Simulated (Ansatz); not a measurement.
## A convergence test on SiC (P6_3mc): k mesh of the density

How far can the k mesh of the density be lowered for the gap of SiC (P6_3mc)?

Calculated with Ansatz 0.2.0; DFT, PBE, plane waves, PAW; PAW set soft_1.

**1. Set-up**

Symmetry: P6_3mc, No. 186, hexagonal system. Conventional cell: a = 3.074 Å, b = 3.074 Å, c = 5.045 Å, α = 90.00°, β = 90.00°, γ = 120.00°. Nearest to Si lie 4 C at 1.88 to 1.90 Å. Nearest to C lie 4 Si at 1.88 to 1.90 Å. Farther neighbours are not listed.

The cell and positions are those that the Materials Project relaxed with its own functionals (PBE, PBE+U or r2SCAN), kept fixed.

**2. k mesh of the density: 3×3×2**

input.yaml

```yaml
crystal:
  lattice:
    - [3.0735139282, 0.0, 0.0]
    - [-1.5367569641, 2.6617411407, 0.0]
    - [0.0, 0.0, 5.04524771]
  atoms:
    - { symbol: Si, position: [0.33333333, 0.66666667, 0.4996024] }
    - { symbol: Si, position: [0.66666667, 0.33333333, 0.9996024] }
    - { symbol: C, position: [0.33333333, 0.66666667, 0.8753976] }
    - { symbol: C, position: [0.66666667, 0.33333333, 0.3753976] }
kpoints:
  mp_grid: { grid: [3, 3, 2] }
  band_path:
    path:
      - [0.0, 0.0, 0.0]
      - [0.5, 0.0, 0.0]
      - [0.33333333, 0.33333333, 0.0]
      - [0.0, 0.0, 0.5]
      - [0.5, 0.0, 0.5]
      - [0.33333333, 0.33333333, 0.5]
    npoints: 1
hamiltonian:
  xc: pbe
  pseudopotentials: { kind: paw, azcp: { folder: soft_1 } }
scf:
  occupations: { method: fixed }
  n_extra_bands: 5
output:
  eigenvalues: true
```

Command:

```sh
$ ansatz run input.yaml --threads 3 --pin off --max-ram 92160MiB --backend cuda --events-out ev --progress --plain --runs-dir out --devices 1 --max-vram 13GiB
```

Numbers of over 12 decimals in the logs are rounded to 6 here.

The program printed:

```text
scf.n_extra_bands = 5 over 8 filled bands (N_el = 16.0): the run solves 13 bands
GPUs: using 1 of 1 available (devices: 1).
Engine: ansatz 0.2.0, x86_64-unknown-linux-gnu
Pseudopotentials: kind: paw
Pseudopotential: Si, paw, valence charge 4, recommended cutoff 420 eV (normal), soft_1/Si.paw.azcp
Pseudopotential: C, paw, valence charge 4, recommended cutoff 420 eV (normal), soft_1/C.paw.azcp
Functional definition: PBE
  parameter kappa = 0.804
  parameter beta = 0.066725
  exchange = pbe_x(kappa = kappa, mu = beta*pi^2/3)
  correlation = pbe_c(beta = beta)
device memory: the entry about to start is reckoned to put 1.5 GiB on a device that reports 49.9 GiB free (of which the cap on the GPU budget leaves the run 13.0 GiB)
GPU FFT provider: cuFFT
GPU libraries: cuBLAS 13.8.2, cuFFT 12.4.0, cuSOLVER 12.3.4
Crystal: 4 atoms, lattice volume = 41.275 Å³
Basis set: ecut = 420 eV, 785 PW (Γ)
Bands: 13, of which v1, the nominal top of the filled ones, is band 8 counted from 1 (7 counted from 0)
Symmetry: 12 space group operations
Space group: P63mc (ITA 186), of the structure as read, at distance tolerance 3.5e-5 Å
k-points: 6 of 18
Non-local potential: Si, projectors of the file, l = 0: 2, l = 1: 2, l = 2: 1
Non-local potential: C, projectors of the file, l = 0: 2, l = 1: 2, l = 2: 1
PAW form: soft (Blöchl's): semilocal exchange-correlation on the pseudo side does not see the compensation charge
PAW one-centre angular grid: Si, 110 points (default); XC on 64 Gauss nodes
PAW one-centre angular grid: C, 110 points (default); XC on 64 Gauss nodes
Initial density: superposition of atomic densities (chi_scale 0.1, normalization cell, long waves kept (reshape's long-wave potential 0.00 eV rms))
Initial wavefunctions: pseudopotential atomic-orbital guess
GPU buffer pool allocated for 20736 grid points (all kernels)
GPU transforms: local potential and band sums: pruned to the plane-wave sphere, on 24×24×36
Functional: x = pbe(κ = 0.804, μ = 0.219515), c = pbe(β = 0.066725)
SCF iter   1: F=—  HF=-1777.039889 eV  |F-HF|=—  |Δ(HF+E_count)|=         —  Δρ=1.43e-1  dr2=1.03e1  ethr=3.10e-3  ⟨swp⟩=4.3  Hψ=436  notcnv=0  defer=13
preconditioner: auto → none  [insulator: Δε(μ)=4.365 eV  Ē_g=13.323 eV  n_scr=2 (ndim 8)  ℏωp=23.1 eV  f_vac=0.000  ε∞_Penn≈4.0]
SCF iter   2: F=—  HF=-1773.946705 eV  |F-HF|=—  |Δ(HF+E_count)|=    3.09e0  Δρ=5.02e-2  dr2=6.24e-1  ethr=3.10e-3  ⟨swp⟩=3.7  Hψ=231  notcnv=0  defer=15
SCF iter   3: F=—  HF=-1773.804032 eV  |F-HF|=—  |Δ(HF+E_count)|=   1.43e-1  Δρ=2.02e-2  dr2=8.87e-2  ethr=3.10e-3  ⟨swp⟩=2.3  Hψ=150  notcnv=0  defer=16
SCF iter   4: F=—  HF=-1773.800540 eV  |F-HF|=—  |Δ(HF+E_count)|=   3.49e-3  Δρ=1.77e-3  dr2=8.41e-4  ethr=5.54e-4  ⟨swp⟩=2.0  Hψ=84  notcnv=0  defer=18
SCF iter   5: F=—  HF=-1773.800800 eV  |F-HF|=—  |Δ(HF+E_count)|=   2.61e-4  Δρ=2.45e-4  dr2=9.75e-6  ethr=5.25e-6  ⟨swp⟩=2.5  Hψ=132  notcnv=0  defer=18
SCF iter   6: F=—  HF=-1773.800707 eV  |F-HF|=—  |Δ(HF+E_count)|=   9.38e-5  Δρ=7.31e-5  dr2=1.35e-6  ethr=6.09e-8  ⟨swp⟩=2.0  Hψ=123  notcnv=0  defer=6
SCF iter   7: F=-1773.800706 eV  HF=-1773.800706 eV  |F-HF|=2.51e-8  |Δ(HF+E_count)|=   3.98e-7  Δρ=1.39e-5  dr2=4.68e-8  ethr=6.25e-10  ⟨swp⟩=7.5  Hψ=468  notcnv=0
SCF 1 converged in 7 iterations: F = -1773.800706 eV  dr2 = 4.68e-8
[...]
device memory: the entry about to start is reckoned to put 0.7 GiB on a device that reports 54.6 GiB free (of which the cap on the GPU budget leaves the run 13.0 GiB)
NSCF: frozen V_eff on 6 k-points
SCF converged after 7 iterations
Free energy (F): -1773.800706 eV
Harris-Foulkes:  -1773.800706 eV  (|F-HF|=2.51e-8)
Internal energy: -1773.800706 eV  (E = F + TS)
E sigma→0 (E₀):  -1773.800706 eV
Fermi energy:    9.750732 eV
--- Per-component energies (eV) ---
  E_band       = 59.324134
  E_kinetic    = 269.020634
  E_local      = -193.852738  (includes V_loc(G=0)·N_el)
  E_nonlocal   = 89.774541
  E_hartree    = 65.534186
  E_xc         = -211.525230
  E_vxc        = -217.660252  (∫ρ·V_xc dr)
  E_paw        = -1223.506550  (= ΣΔE_a)
  E_vpaw       = -19.027892  (= ΣTr[D̂ρ^β])
  E_aug_tail   = 0.000105  (compensation charges beyond the density's cutoff)
  E_ewald      = -569.245654
  E_smearing   = -0.000000  (= −TS)
  E_closure    = 0.000000  (closes the sum)
  Σ components = -1773.800706   (vs F -1773.800706, Δ=0.00e0)
--- Band table (eV; the first three rows and the last of 6) ---
  k-point 0: bands = [... 4 lower, 8.4200, 9.6326, 9.7507, 9.7507, 14.5167, 15.9330, 16.3529, 16.3529, ... 1 higher]
  k-point 1: bands = [... 4 lower, 9.0306, 9.0306, 9.0306, 9.0306, 15.6036, 15.6036, 17.0369, 17.0369, ... 1 higher]
  k-point 2: bands = [... 4 lower, 5.3511, 6.7670, 7.8865, 8.8288, 13.0609, 14.5989, 16.9160, 17.1323, ... 1 higher]
  k-point 5: bands = [... 4 lower, 4.0547, 4.0547, 7.9910, 7.9910, 14.7669, 14.7669, 15.7230, 15.7230, ... 1 higher]
```

It took 6.9 s on 1 × NVIDIA H100 80GB HBM3 (shared by 6 runs) with 3 threads of AMD EPYC 7R13 (Zen 3), shared host; peak memory 0.88 GiB; 2.7 s of CPU time.

In the SCF lines HF is the Harris–Foulkes energy and dr2 the Hartree energy of the density residual, in eV; the loop may stop once dr2 is under the threshold and the program's other checks hold. Hψ counts applications of the Hamiltonian.

Numbers from this step:

- gap: 2.202 eV
- valence top at: Γ
- conduction bottom at: K
- least direct gap: 3.926 eV

The gap is indirect, with the least direct gap 1.72 eV higher.

**3. k mesh of the density: 6×6×2**

Changes to input.yaml since step 2:

```diff
@@ -11,3 +11,3 @@
 kpoints:
-  mp_grid: { grid: [3, 3, 2] }
+  mp_grid: { grid: [6, 6, 2] }
   band_path:
```

The program printed:

```text
[...]
GPUs: using 1 of 1 available (devices: 1).
[...]
GPU FFT provider: cuFFT
GPU libraries: cuBLAS 13.8.2, cuFFT 12.4.0, cuSOLVER 12.3.4
Crystal: 4 atoms, lattice volume = 41.275 Å³
Basis set: ecut = 420 eV, 785 PW (Γ)
Bands: 13, of which v1, the nominal top of the filled ones, is band 8 counted from 1 (7 counted from 0)
Symmetry: 12 space group operations
[...]
k-points: 14 of 72
[...]
--- Band table (eV; the first three rows and the last of 14) ---
  k-point 0: bands = [... 4 lower, 8.3482, 9.5505, 9.6668, 9.6668, 14.4816, 15.8699, 16.3443, 16.3443, ... 1 higher]
  k-point 1: bands = [... 4 lower, 8.9538, 8.9538, 8.9538, 8.9538, 15.5716, 15.5716, 17.0257, 17.0257, ... 1 higher]
  k-point 2: bands = [... 4 lower, 7.6578, 8.0885, 9.1894, 9.3793, 14.5499, 16.4312, 16.7778, 16.9848, ... 1 higher]
  k-point 13: bands = [... 4 lower, 4.0131, 4.0131, 7.9233, 7.9233, 14.7413, 14.7413, 15.6837, 15.6837, ... 1 higher]
[key lines of the parts left out:]
SCF converged after 7 iterations
Free energy (F): -1774.299625 eV
Fermi energy:    9.666771 eV
```

Run time: 7.4 s. Hardware: 1 × NVIDIA H100 80GB HBM3 (shared by 6 runs) with 3 threads; peak memory 0.85 GiB.

Numbers from this step:

```
gap                  : 2.269 eV
valence top at       : Γ
conduction bottom at : K
least direct gap     : 3.981 eV
```

The gap is 2.269 eV, +0.068 eV from the run before at this level.

**4. k mesh of the density: 12×12×6 (the default)**

input.yaml, the sections that differ from step 3:

```yaml
kpoints:
  mp_grid: { grid: [12, 12, 6] }
  band_path:
    path:
      - [[0.0, 0.0, 0.0], [0.5, 0.0, 0.0], [0.33333333, 0.33333333, 0.0], [0.0, 0.0, 0.0], [0.0, 0.0, 0.5], [0.5, 0.0, 0.5], [0.33333333, 0.33333333, 0.5], [0.0, 0.0, 0.5]]
      - [[0.5, 0.0, 0.5], [0.5, 0.0, 0.0]]
      - [[0.33333333, 0.33333333, 0.5], [0.33333333, 0.33333333, 0.0]]
    npoints: 10
scf:
  occupations: { method: fermi_dirac, width: 0.02 }
  n_extra_bands: 5
output:
  eigenvalues: true
  write_density: true
  write_potential: true
  elf: true
  volumetric_format: npy
# crystal, hamiltonian: as in step 3
```

The program printed:

```text
[...]
GPUs: using 1 of 1 available (devices: 1).
[...]
GPU FFT provider: cuFFT
GPU libraries: cuBLAS 13.8.2, cuFFT 12.4.0, cuSOLVER 12.3.4
Crystal: 4 atoms, lattice volume = 41.275 Å³
Basis set: ecut = 420 eV, 785 PW (Γ)
Bands: 13, of which v1, the nominal top of the filled ones, is band 8 counted from 1 (7 counted from 0)
Symmetry: 12 space group operations
[...]
--- Band table (eV; the first three rows and the last of 76) ---
  k-point 0: bands = [... 4 lower, 8.3443, 9.5493, 9.6621, 9.6621, 14.4798, 15.8674, 16.3429, 16.3429, ... 1 higher]
  k-point 1: bands = [... 4 lower, 8.4203, 8.8120, 9.5592, 9.5592, 14.6055, 16.3882, 16.3882, 16.4106, ... 1 higher]
  k-point 2: bands = [... 4 lower, 8.6355, 8.6355, 9.2904, 9.2904, 14.9765, 16.3205, 16.5907, 16.5907, ... 1 higher]
  k-point 75: bands = [... 4 lower, 4.0102, 4.0102, 7.9214, 7.9214, 14.7408, 14.7408, 15.6818, 15.6818, ... 1 higher]
[key lines of the parts left out:]
SCF converged after 7 iterations
Free energy (F): -1774.305783 eV
Fermi energy:    10.800202 eV
```

The job ended after 9.2 s (1 × NVIDIA H100 80GB HBM3 (shared by 6 runs) with 3 threads; peak memory 0.87 GiB).

Numbers from this step:

* gap: 2.274 eV
* valence top at: Γ
* conduction bottom at: K
* least direct gap: 3.984 eV

The gap is 2.274 eV, +0.004 eV from the run before at this level.

**5. k mesh of the density: 12×12×8**

input.yaml, the sections that differ from step 4:

```yaml
kpoints:
  mp_grid: { grid: [12, 12, 8] }
  band_path:
    path:
      - [0.0, 0.0, 0.0]
      - [0.5, 0.0, 0.0]
      - [0.33333333, 0.33333333, 0.0]
      - [0.0, 0.0, 0.5]
      - [0.5, 0.0, 0.5]
      - [0.33333333, 0.33333333, 0.5]
    npoints: 1
scf:
  occupations: { method: fixed }
  n_extra_bands: 5
output:
  eigenvalues: true
# crystal, hamiltonian: as in step 4
```

The program printed:

```text
[...]
GPUs: using 1 of 1 available (devices: 1).
[...]
GPU FFT provider: cuFFT
GPU libraries: cuBLAS 13.8.2, cuFFT 12.4.0, cuSOLVER 12.3.4
Crystal: 4 atoms, lattice volume = 41.275 Å³
Basis set: ecut = 420 eV, 785 PW (Γ)
Bands: 13, of which v1, the nominal top of the filled ones, is band 8 counted from 1 (7 counted from 0)
Symmetry: 12 space group operations
[...]
--- Band table (eV; the first three rows and the last of 95) ---
  k-point 0: bands = [... 4 lower, 8.3443, 9.5493, 9.6621, 9.6621, 14.4798, 15.8674, 16.3429, 16.3429, ... 1 higher]
  k-point 1: bands = [... 4 lower, 8.3873, 9.1170, 9.6033, 9.6033, 14.5506, 16.1904, 16.3665, 16.3665, ... 1 higher]
  k-point 2: bands = [... 4 lower, 8.5124, 8.5124, 9.4404, 9.4404, 14.7612, 16.4632, 16.4632, 16.6927, ... 1 higher]
  k-point 94: bands = [... 4 lower, 4.0102, 4.0102, 7.9215, 7.9215, 14.7408, 14.7408, 15.6818, 15.6818, ... 1 higher]
[key lines of the parts left out:]
SCF converged after 7 iterations
Free energy (F): -1774.305775 eV
Fermi energy:    9.662118 eV
```

Run time: 8.8 s. Hardware: 1 × NVIDIA H100 80GB HBM3 (shared by 6 runs) with 3 threads; peak memory 0.85 GiB.

This step gave:

```yaml
gap: 2.274 eV
valence_top_at: Γ
conduction_bottom_at: K
least_direct_gap: 3.984 eV
```

The gap is 2.274 eV, as in the run before at this level.

**6. The series**

Differences are against the last row; a negative gap means that bands overlap, and a run with a band path holds that path's time. Times are wall times on 1 × NVIDIA H100 80GB HBM3 (shared by 6 runs) with 3 threads of AMD EPYC 7R13 (Zen 3), shared host, good to a factor of about two.

| k mesh of the density | gap (eV) | direct gap (eV) | gap error (eV) | energy error (meV/atom) | irreducible k | time |
| --- | --- | --- | --- | --- | --- | --- |
| 3×3×2 | 2.202 | 3.926 | −0.072 | +126.3 | 6 | 6.9 s |
| 6×6×2 | 2.269 | 3.981 | −0.004 | +1.5 | 14 | 7.4 s |
| 12×12×6 | 2.274 | 3.984 | +0.000 | +0.0 | 76 | 9.2 s |
| 12×12×8 | 2.274 | 3.984 | +0.000 | +0.0 | 95 | 8.8 s |

**7. Results**

```json
{
 "3×3×2": "2.202 eV",
 "6×6×2": "2.269 eV",
 "12×12×6": "2.274 eV",
 "12×12×8": "2.274 eV"
}
```

The gap holds to 0.02 eV from 6×6×2 on. At 3×3×2 the gap is off by −0.072 eV and the energy by +126 meV/atom. The gap is read over the mesh and added points near the edges, so meshes differ mainly through the density and, for a hybrid, the exchange operator.

[Paths, hosts, dates, memory and timing lines, banners, echoed tables and standing remarks are left out of the program output.]

[Logs are printed without paths, hosts, clocks, repeated set-up lines and the standing remarks that a program may print on its own settings, such as how far it seeks lower states.]

[Runs of the session that timed out or met a known fault of the program may be left out.]

[Cells called generated may have been cut or substituted from an entry of the Crystallography Open Database or the Materials Project.]

[Hosts, paths, dates, database ids (printed as entryN), source tags and the programs' standing remarks are cut or masked in the printed files.]
